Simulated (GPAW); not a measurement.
Entries from a set of simulations; values are calculated unless marked as measured.

```xyz
4
Lattice="3.699 0.000 0.000 -1.850 3.204 0.000 0.000 0.000 15.700" Properties=species:S:1:pos:R:3 subject="SnCCl2 (chair-type functionalised monolayer): G0W0 with GPAW, start to end" method="DFT, PBE, plane waves, PAW (and 1 further level or step)" program="GPAW 26.7.0" settings="cutoff 600 eV, GPAW PAW setups 1.2.1 data release, 9×9×1 k-mesh, nbands 206" cost="4 runs, 6.7 min in all on 4 MPI ranks of Arm Neoverse V1, shared host" notes="The structure was relaxed with PBE. Limits: no spin-orbit coupling." pbe_gap="0.87 eV, direct" g0w0_gap_on_the_mesh="2.29 eV" gw_settings="9×9×1 mesh, 91 bands, screening to 36 eV, full frequency, Hilbert transform" known_limits="short of the basis limit; no spin-orbit coupling"
C     0.000    2.136    8.453
Sn    1.850    1.068    7.790
Cl    0.000    2.136   10.275
Cl    1.850    1.068    5.459
```

[Long decimals in the printed logs are rounded to 6 places.]

[Logs are printed without paths, hosts, clocks, repeated set-up lines and the standing remarks that a program may print on its own settings, such as how far it seeks lower states.]

[Paths, hosts, dates, memory and timing lines, banners, echoed tables and standing remarks are left out of the program output; an Ansatz launch command may be rebuilt from the run's recorded settings. Measured values are a selection of at most five: reports struck by readers or far from the other reports are left out. None is set beside runs whose start may be inverted or whose files or cutoffs have a known fault.]

[Runs of the session that timed out or met a known fault of the program may be left out.]

[Hosts, paths, dates, database ids (printed as entryN), source tags and the programs' standing remarks are cut or masked in the printed files.]

[Where the starting crystal was built by hand or by swapping elements, it need not be the compound's stable phase.]
